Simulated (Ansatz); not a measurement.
## BaCeSe3 (model cell, started as cubic perovskite with Ce in the octahedra): following an unstable mode

Aim: this structure of BaCeSe3 (model cell, started as cubic perovskite with Ce in the octahedra) is to be tested for unstable modes, and one is followed downhill.

Calculated with Ansatz 0.2.0; DFT PBEsol, scalar-relativistic, plane waves, PAW; PAW set soft_1.

Report form: the programs' logs are mostly left out.

The structure was built from a prototype and need not be the compound's stable phase.

## Step 1: The starting structure

Symmetry: Pm-3m, No. 221, cubic system. The conventional cell has a = 5.463 Å, b = 5.463 Å, c = 5.463 Å, α = 90.00°, β = 90.00°, γ = 90.00°. Ba has 12 Se at 3.86 Å nearest. Ce has 6 Se at 2.73 Å nearest. Nearest to Se lie 2 Ce at 2.73 Å and 4 Ba at 3.86 Å. Farther neighbours and most contacts between anions are not listed.

## Step 2: The dispersion

The cell comes from relaxations at this level that are not shown. Stability and thermal properties need the whole zone. Linear response on a 2×2×2 q mesh gives force constants as far as a supercell of that size would, and the tensors from the zone-centre run are typed in so that the long-range dipole term is interpolated apart.

The input, input.yaml:

```yaml
crystal:
  lattice:
    - [5.4631095288, 0.0, 0.0]
    - [0.0, 5.4631095288, 0.0]
    - [0.0, 0.0, 5.4631095288]
  atoms:
    - { symbol: Ba, position: [0.0, 0.0, 0.0] }
    - { symbol: Ce, position: [0.5, 0.5, 0.5] }
    - { symbol: Se, position: [0.5, 0.5, 0.0] }
    - { symbol: Se, position: [0.5, 0.0, 0.5] }
    - { symbol: Se, position: [0.0, 0.5, 0.5] }
kpoints:
  mp_grid: { grid: [8, 8, 8] }
hamiltonian:
  xc: pbesol
  pseudopotentials: { kind: paw, azcp: { folder: soft_1 }, xc_functional: pbe }
scf:
  occupations: { method: fixed }
output:
  eigenvalues: true
phonons:
  method: dfpt
  qmesh: [2, 2, 2]
  temperatures: { t_max: 1000, t_step: 50 }
  qpath:
    path:
      - [[0.0, 0.0, 0.0], [0.0, 0.5, 0.0], [0.5, 0.5, 0.0], [0.0, 0.0, 0.0], [0.5, 0.5, 0.5], [0.0, 0.5, 0.0]]
      - [[0.5, 0.5, 0.5], [0.5, 0.5, 0.0]]
    npoints: 10
  non_analytic_term:
    high_frequency_dielectric_tensor: [[10.9307, 0.0, 0.0], [0.0, 10.9307, 0.0], [0.0, 0.0, 10.9307]]
    born_effective_charges:
      - { species: Ba, tensor: [[3.0544, 0.0, 0.0], [0.0, 3.0544, 0.0], [0.0, 0.0, 3.0544]] }
      - { species: Ce, tensor: [[6.9098, 0.0, 0.0], [0.0, 6.9098, 0.0], [0.0, 0.0, 6.9098]] }
      - { species: Se, tensor: [[-1.8407, 0.0, 0.0], [0.0, -1.8407, 0.0], [0.0, 0.0, -6.2829]] }
      - { species: Se, tensor: [[-1.8407, 0.0, 0.0], [0.0, -6.2829, 0.0], [0.0, 0.0, -1.8407]] }
      - { species: Se, tensor: [[-6.2829, 0.0, 0.0], [0.0, -1.8407, 0.0], [0.0, 0.0, -1.8407]] }
    source: "zone-centre run at this cell"
```

Run with:

```sh
ansatz run input.yaml --threads 4 --pin off --max-ram 16384MiB --backend cpu --events-out ev --progress --plain --runs-dir out
```

The job ended after 8.5 min (4 threads of Arm Neoverse V2, shared host; peak memory 2.4 GiB; 33 min of CPU time).

This step gave:

```
gap on the k-mesh                                       : 0.6935 eV
volume per atom                                         : 32.61 Å³
sum-rule residual before enforcement                    : 9.81e-5 eV/Å²
lowest frequency on the path                            : -70.34 cm⁻¹
point group                                             : m-3m
highest frequency on the path or at a solved wavevector : 270.7 cm⁻¹
highest optical mode at the zone centre (no LO-TO term) : 224.4 cm⁻¹
lowest optical zone-centre mode                         : -51.05 cm⁻¹
lowest mode on the q mesh (acoustic modes at Γ apart)   : -70.34 cm⁻¹
```

Frequencies (cm⁻¹) solved at each irreducible wavevector; negative means imaginary. Frequencies by wavevector, by row:

| q in reciprocal lattice units | star | mode 1 | mode 2 | mode 3 | mode 4 | mode 13 | mode 14 | mode 15 |
| --- | --- | --- | --- | --- | --- | --- | --- | --- |
| 0 0 0 | 1 | -51 | -51 | -51 | -40.2 | 224.4 | 224.4 | 224.4 |
| 0 0 -0.5 | 3 | -42.9 | -42.9 | -30.4 | -30.4 | 224.9 | 224.9 | 237.2 |
| 0 -0.5 -0.5 | 3 | -66.8 | -48.8 | -48.8 | -23.4 | 195.6 | 225.4 | 243.9 |
| -0.5 -0.5 -0.5 | 1 | -70.3 | -70.3 | -70.3 | -40.5 | 191.7 | 191.7 | 249.7 |

Interpolated from a 2×2×2 q mesh, with the LO-TO term (at Γ the limit along the path; where Γ stands inside the path, tables give the limit on arrival). Phonon branches along the path, in cm⁻¹:

| point | branch 1 | branch 2 | branch 3 | branch 4 | branch 12 | branch 13 | branch 14 | branch 15 |
| --- | --- | --- | --- | --- | --- | --- | --- | --- |
| Γ | -51 | -51 | -40 | -40 | 71 | 224 | 224 | 271 |
| halfway | -48 | -48 | -33 | -33 | 118 | 225 | 225 | 259 |
| X | -43 | -43 | -30 | -30 | 171 | 225 | 225 | 237 |
| halfway | -57 | -43 | -40 | -36 | 172 | 208 | 225 | 248 |
| M | -67 | -49 | -49 | -23 | 173 | 196 | 225 | 244 |
| halfway | -53 | -44 | -43 | -32 | 121 | 214 | 225 | 259 |
| Γ | -51 | -51 | -40 | -40 | 71 | 224 | 224 | 271 |
| halfway | -52 | -51 | -51 | -33 | 123 | 215 | 215 | 261 |
| R | -70 | -70 | -70 | -40 | 175 | 192 | 192 | 250 |
| halfway | -58 | -57 | -49 | -38 | 173 | 204 | 215 | 254 |
| X | -43 | -43 | -30 | -30 | 171 | 225 | 225 | 237 |
| jump to R | -70 | -70 | -70 | -40 | 175 | 192 | 192 | 250 |
| halfway | -69 | -58 | -58 | -36 | 174 | 194 | 210 | 251 |
| M | -67 | -49 | -49 | -23 | 173 | 196 | 225 | 244 |

Symmetry leaves 4 wavevectors to solve. The lowest mode among them, the acoustic zeros apart, lies at q = (-0.5, -0.5, -0.5) and is imaginary, 70.3i cm⁻¹, so the energy falls along it.

## Step 3: The mode frozen in, largest atomic shift 0 Å

The mode followed lies at q = (-0.5, -0.5, -0.5) with frequency 70.3i cm⁻¹ and is 3-fold degenerate, the softest among the wavevectors solved. At small amplitude the distorted cell has space group no. 140 by a symmetry search on the positions. The undistorted cell that holds it gives the zero of energy on the same k mesh.

System of this step: BaCeSe3 (model cell, started as cubic perovskite with Ce in the octahedra). It takes space group Pm-3m (No. 221, cubic). Conventional cell: a = 5.463 Å, b = 5.463 Å, c = 5.463 Å, α = 90.00°, β = 90.00°, γ = 90.00°. Ba has 12 Se at 3.86 Å nearest. Nearest to Ce lie 6 Se at 2.73 Å. Nearest to Se lie 2 Ce at 2.73 Å and 4 Ba at 3.86 Å. Farther neighbours and most contacts between anions are not listed.

The input, input.yaml:

```yaml
crystal:
  lattice:
    - [5.4631095288, 5.4631095288, 0.0]
    - [5.4631095288, 0.0, 5.4631095288]
    - [5.4631095288, 0.0, -5.4631095288]
  atoms:
    - { symbol: Ba, position: [0.0, 0.0, 0.0] }
    - { symbol: Ba, position: [0.0, 0.5, 0.5] }
    - { symbol: Ce, position: [0.5, 0.25, 0.75] }
    - { symbol: Ce, position: [0.5, 0.75, 0.25] }
    - { symbol: Se, position: [0.5, 0.0, 0.0] }
    - { symbol: Se, position: [0.5, 0.5, 0.5] }
    - { symbol: Se, position: [0.0, 0.5, 0.0] }
    - { symbol: Se, position: [0.0, 0.0, 0.5] }
    - { symbol: Se, position: [0.5, 0.0, 0.5] }
    - { symbol: Se, position: [0.5, 0.5, 1.0] }
kpoints:
  mp_grid: { grid: [6, 6, 6] }
hamiltonian:
  xc: pbesol
  pseudopotentials: { kind: paw, azcp: { folder: soft_1 }, xc_functional: pbe }
scf:
  occupations: { method: gaussian, width: 0.02 }
output:
  forces: true
  stress: true
  eigenvalues: true
```

It took 8.6 s on 4 threads; peak memory 1.2 GiB; 33 s of CPU time.

Numbers from this step:

```
pressure                         : 0.003512 GPa
gap on the k-mesh                : 0.6936 eV
energy from the undistorted cell : 0 meV/atom
```

At this level the gap is 0.69 eV on the k-mesh of the self-consistent run, which can miss the band edges.

## Step 4: The mode frozen in, largest atomic shift 0.6 Å

The atoms are moved along the unstable eigenvector, the largest shift by 0.6 Å, with the cell fixed.

input.yaml, the sections that differ from step 3:

```yaml
crystal:
  lattice:
    - [5.4631095288, 5.4631095288, 0.0]
    - [5.4631095288, 0.0, 5.4631095288]
    - [5.4631095288, 0.0, -5.4631095288]
  atoms:
    - { symbol: Ba, position: [0.0, 0.0, 0.0] }
    - { symbol: Ba, position: [0.0, 0.5, 0.5] }
    - { symbol: Ce, position: [0.5, 0.25, 0.75] }
    - { symbol: Ce, position: [0.5, 0.75, 0.25] }
    - { symbol: Se, position: [0.5, -0.054913781, -0.054913781] }
    - { symbol: Se, position: [0.5, 0.554913781, 0.554913781] }
    - { symbol: Se, position: [0.0, 0.5, 0.0] }
    - { symbol: Se, position: [0.0, 0.0, 0.5] }
    - { symbol: Se, position: [0.5, 0.054913781, 0.445086219] }
    - { symbol: Se, position: [0.5, 0.445086219, 1.054913781] }
# kpoints, hamiltonian, scf, output: as in step 3
```

It took 22 s on 4 threads; peak memory 1.4 GiB.

This step gave:

```yaml
pressure: -1.121 GPa
gap_on_the_k_mesh: 0.7944 eV
energy_from_the_undistorted_cell: -65.73 meV/atom
```

The energy, extrapolated to zero smearing, is -65.73 meV/atom against the undistorted cell.

The run ends at a pressure of -1.12 GPa, with forces up to 0.29 eV/Å.

## Step 5: Energy along the mode, all amplitudes (two of the runs are shown above)

An imaginary frequency means negative curvature, so the energy should fall and then rise again as anharmonic terms take over.

Numbers from this step:

```
depth at the lowest point sampled  : 65.73 meV/atom
largest atomic shift at that point : 0.6 Å
```

Energy from the parent against largest atomic shift:

| largest atomic shift (Å) | energy from the parent (meV/atom) |
| --- | --- |
| 0.000 | 0 |
| 0.040 | -0.459 |
| 0.080 | -1.82 |
| 0.140 | -5.49 |
| 0.220 | -13.1 |
| 0.320 | -25.9 |
| 0.450 | -45.2 |
| 0.600 | -65.7 |

Displacement at unit largest shift by atom:

| atom | x (Å) | y (Å) | z (Å) | size |
| --- | --- | --- | --- | --- |
| Ba1 | 0.00 | 0.00 | 0.00 | 0.00 |
| Ba2 | 0.00 | 0.00 | 0.00 | 0.00 |
| Ce3 | 0.00 | 0.00 | 0.00 | 0.00 |
| Ce4 | 0.00 | 0.00 | 0.00 | 0.00 |
| Se5 | -1.00 | 0.00 | 0.00 | 1.00 |
| Se6 | 1.00 | 0.00 | 0.00 | 1.00 |
| Se7 | 0.00 | 0.00 | 0.00 | 0.00 |
| Se8 | 0.00 | 0.00 | 0.00 | 0.00 |
| Se9 | 0.00 | 0.00 | 1.00 | 1.00 |
| Se10 | 0.00 | 0.00 | -1.00 | 1.00 |

The lowest of the steps tried is the last one, at 0.6 Å, 65.7 meV/atom below the parent; the bottom of the well need not coincide with a step.

## Step 6: Relaxing from the distorted cell

Starting from the lowest point found, all atoms and the cell are let go, so that strain and other modes of the same symmetry can join in.

input.yaml, as its differences from that of step 4:

```diff
@@ -22,3 +22,3 @@
 scf:
-  occupations: { method: gaussian, width: 0.02 }
+  occupations: { method: fixed }
 output:
@@ -27 +27,6 @@
   eigenvalues: true
+relax:
+  adjacent_minimum: "off"
+  f_tol: 0.002
+  max_steps: 120
+  cell: { stress_tol: 0.03 }
```

Wall time 1.9 min (4 threads); peak memory 1.3 GiB.

Step by step:

| step | energy less that of the first step (eV) | largest force component (eV/Å) | pressure (GPa) | volume (Å³) |
| --- | --- | --- | --- | --- |
| 1 | 0.0000 | 0.2871 | -1.12 | 326.10 |
| 2 | -0.2668 | 0.1873 | -0.12 | 314.57 |
| 3 | -0.2965 | 0.2176 | -0.56 | 312.50 |
| 4 | -0.3274 | 0.0264 | 0.06 | 310.33 |
| 5 | -0.3281 | 0.0018 | 0.00 | 310.38 |
| 6* | -0.3272 | 0.0018 | 0.00 | 310.38 |

Relaxation steps marked * repeat the geometry before them on a plane-wave basis chosen anew for their cell, so energy and pressure can jump there.

Forces are held to the 16 operations that the run works with; a distortion that breaks them can't arise in this run.

| conventional cell, symmetrised | before | after | change |
| --- | --- | --- | --- |
| a (Å) | 7.726 | 7.455 | -3.5 % |
| b (Å) | 7.726 | 7.455 | -3.5 % |
| c (Å) | 10.926 | 11.168 | +2.2 % |
| volume (Å³/atom) | 32.61 | 31.04 | -4.8 % |

The atoms that moved most (Å, as changes of fractional coordinates times the final cell):

| atom | dx | dy | dz | length |
| --- | --- | --- | --- | --- |
| Se5 | -0.288 | 0.000 | 0.000 | 0.288 |
| Se6 | 0.288 | 0.000 | 0.000 | 0.288 |
| Se10 | 0.000 | 0.000 | -0.288 | 0.288 |
| Se9 | 0.000 | 0.000 | 0.288 | 0.288 |

This step gave:

```
pressure          : 0.004443 GPa
gap on the k-mesh : 1.065 eV
volume per atom   : 31.04 Å³
```

The distorted start has space group I4/mcm; the relaxation ends in I4/mcm.

## Step 7: The new phase in its own primitive cell

The relaxed structure is symmetrised, reduced to its primitive cell and relaxed tightly, as its phonons need.

input.yaml, the sections that differ from step 6:

```yaml
crystal:
  lattice:
    - [-3.7277007878, 3.7277007878, 5.5840829245]
    - [3.7277007878, -3.7277007878, 5.5840829245]
    - [3.7277007878, 3.7277007878, -5.5840829245]
  atoms:
    - { symbol: Ba, position: [0.75, 0.25, 0.5] }
    - { symbol: Ba, position: [0.25, 0.75, 0.5] }
    - { symbol: Ce, position: [0.0, 0.0, 0.0] }
    - { symbol: Ce, position: [0.5, 0.5, 0.0] }
    - { symbol: Se, position: [0.832226003, 0.332226003, 0.1644520059] }
    - { symbol: Se, position: [0.167773997, 0.667773997, 0.8355479941] }
    - { symbol: Se, position: [0.75, 0.75, 0.0] }
    - { symbol: Se, position: [0.25, 0.25, 0.0] }
    - { symbol: Se, position: [0.332226003, 0.167773997, 0.5] }
    - { symbol: Se, position: [0.667773997, 0.832226003, 0.5] }
relax:
  adjacent_minimum: "off"
  f_tol: 0.001
  max_steps: 60
  cell: { stress_tol: 0.01 }
# kpoints, hamiltonian, scf, output: as in step 6
```

The job ended after 64 s (4 threads; peak memory 1.3 GiB).

Little changed from the start: no atom moved by 0.005 Å and no cell edge by 0.1 %.

This step gave:

* pressure: -0.005748 GPa
* gap on the k-mesh: 1.063 eV
* direct gap on mesh: 1.078 eV

The largest force component left is 0.28 meV/Å and the pressure is -0.006 GPa, within the tolerances set. The cell now holds 31.04 Å³/atom.

## Step 8: Summary of results

- unstable mode of the parent: q = (-0.5, -0.5, -0.5), 70i cm⁻¹
- depth at the lowest point sampled: 65.7 meV/atom
- largest atomic shift at that point: 0.6 Å
- space group reached (within 0.01 Å): I4/mcm
- energy gained over the parent (first relaxation, on the mesh of the frozen mode): 98.5 meV/atom
- volume per atom, phase reached: 31.0 Å³
- gap on the k-mesh, phase reached: 1.06 eV

Along this mode the structure falls into I4/mcm, 98.5 meV/atom below the parent. At the parent's cell the well is 65.73 meV/atom deep on the steps tried, with its lowest point at a shift of 0.6 Å. That is the last step tried, so the steps alone don't bracket the bottom of the well. Relaxing atoms and cell changes the gain by +32.72 meV/atom against the lowest step (energies at zero smearing). The modes of the phase reached were not computed on this path. Of the 4 patterns followed to their end from this parent, this one ends 1.94 meV/atom above the lowest, Imma. Each path keeps the symmetry of its pattern, so a lower phase may lie along a pattern not tried. The phonon runs are without spin polarisation, although Ce often carries a moment. The 4f shell is treated without a U, so valence and screening may be off. Spin-orbit coupling is left out, which can matter for the heavy elements here. The PAW files were made for PBE and serve the other functionals too. The starting cell was built on a prototype and not taken from a measurement, so the phase need not exist.

[Logs are printed without paths, hosts, clocks, repeated set-up lines and the standing remarks that a program may print on its own settings, such as how far it seeks lower states.]

[Hosts, paths, dates, database ids (printed as entryN), source tags and the programs' standing remarks are cut or masked in the printed files.]
